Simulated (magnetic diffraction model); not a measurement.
# Solving a magnetic structure from powder neutron data: ErMg₄Zn₈

Space group I4/mmm (no. 139), a = 9.2320 Å, c = 5.3310 Å.

| site | atom | x | y | z |
| --- | --- | --- | --- | --- |
| 2a | Er | 0 | 0 | 0 |
| 8j | Zn | 0 | 0.7801 | 1/2 |
| 8i | Zn | 0 | 0.3527 | 0 |
| 8f | Mg | 1/4 | 3/4 | 1/4 |

The compound is invented for this exercise: a known structure type with other elements, its cell scaled to their sizes and not relaxed.

Only Er is taken to order (form factors of Er3+); orders and moment sizes are assumed, and not adapted to the symmetry. Radiation: neutrons of λ = 1.8 Å, 8° to 60°; isotropic B of 0.42 Å² (Er), 0.41 Å² (Zn) and 0.74 Å² (Mg). Simulated constant-wavelength pattern: nuclear and magnetic terms add, the magnetic one as |2.695 fm × Σ f S⊥ exp(2πi Q·r) exp(−B s²)|², summed over all Q at one angle with the factor 1/(sin²θ cos θ). For collinear order S is the moment m, which repeats by lattice and centring translations R with the sign exp(−2πi k·R). Free-ion form factors, Sears's scattering lengths of 1992, no absorption; a label names one of the reflections at its angle. The strongest nuclear line in the range is 100, and lines under 0.2 are left out.

Above the ordering temperature:

```tsv
2θ (°)	index	I
15.85	(1 1 0)	0.5
22.48	(1 0 1)	0.3
22.49	(2 0 0)	2.0
32.01	(2 1 1)	7.5
35.91	(3 1 0)	4.5
39.47	(0 0 2)	16.5
39.47	(3 0 1)	38.8
45.90	(2 0 2)	70.8
45.90	(3 2 1)	100.0
45.90	(4 0 0)	62.1
48.86	(3 3 0)	6.2
51.69	(2 2 2)	65.9
51.69	(4 1 1)	28.9
51.70	(4 2 0)	32.0
54.41	(3 1 2)	4.2
59.62	(5 1 0)	5.5
```

Below it (cell unchanged):

```csv
2θ (°),I
15.85,0.5
17.73,65.1
21.01,48.3
22.48,0.3
22.49,2.0
23.87,3.0
26.43,41.1
28.78,11.4
30.97,22.4
32.01,7.5
33.02,19.6
34.97,28.1
35.91,4.5
38.61,10.6
39.47,16.5
39.47,38.8
40.32,10.8
40.32,9.9
43.58,18.5
43.58,2.8
45.14,20.3
45.90,70.8
45.90,100.0
45.90,62.1
46.65,6.1
48.13,15.0
48.86,6.2
49.58,11.1
49.58,7.8
51.69,65.9
51.69,28.9
51.70,32.0
52.38,12.4
52.38,3.3
53.75,3.4
54.41,4.2
```
(The table stops after 36 lines; 6 more lie at higher angle.)

**Question.** Check that the new lines index with k = (1/2 1/2 0), then choose among these models:
A. collinear moments along [111], 8.7 μB on Er
B. collinear moments along [010], 8.7 μB on Er
C. collinear moments along [100], 8.7 μB on Er

The new lines index as (3/2 -1/2 0) at 17.73°, (1/2 -1/2 1) at 21.01°, (3/2 3/2 0) at 23.87° and (3/2 1/2 1) at 26.43°, that is as H ± k with k = (1/2 1/2 0), one of 2 inequivalent arms of its star (k and −k counted as one), which a powder can't tell apart. Half indices mean that the moments reverse under translations with k·R a half-integer, and the magnetic cell has twice the primitive volume. Below the range, at 7.91°, lies the magnetic line (1/2 1/2 0) with 29.

Magnetic intensity, observed (below minus above) and for each model:

| 2θ (°) | index | observed | A | B | C |
| --- | --- | --- | --- | --- | --- |
| 17.73 | (3/2 -1/2 0) | 65.1 | 65.1 | 39.3 | 39.3 |
| 23.87 | (3/2 3/2 0) | 3.0 | 3.0 | 10.5 | 10.5 |
| 26.43 | (3/2 1/2 1) | 41.1 | 41.1 | 52.1 | 52.1 |
| 30.97 | (3/2 -3/2 1) | 22.4 | 22.4 | 16.7 | 16.7 |
| 33.02 | (5/2 -3/2 0) | 19.6 | 19.6 | 10.3 | 10.3 |
| 34.97 | (5/2 -1/2 1) | 28.1 | 28.1 | 23.8 | 23.8 |
| 38.61 | (5/2 3/2 1) | 10.6 | 10.6 | 18.2 | 18.2 |
| 48.13 | (7/2 -3/2 1) | 15.0 | 15.0 | 10.0 | 10.0 |

Model A matches.

The structure used: k = (1/2 1/2 0), collinear moments along [111], 8.7 μB on Er.

[Logs are printed without paths, hosts, clocks, repeated set-up lines and the standing remarks that a program may print on its own settings, such as how far it seeks lower states.]
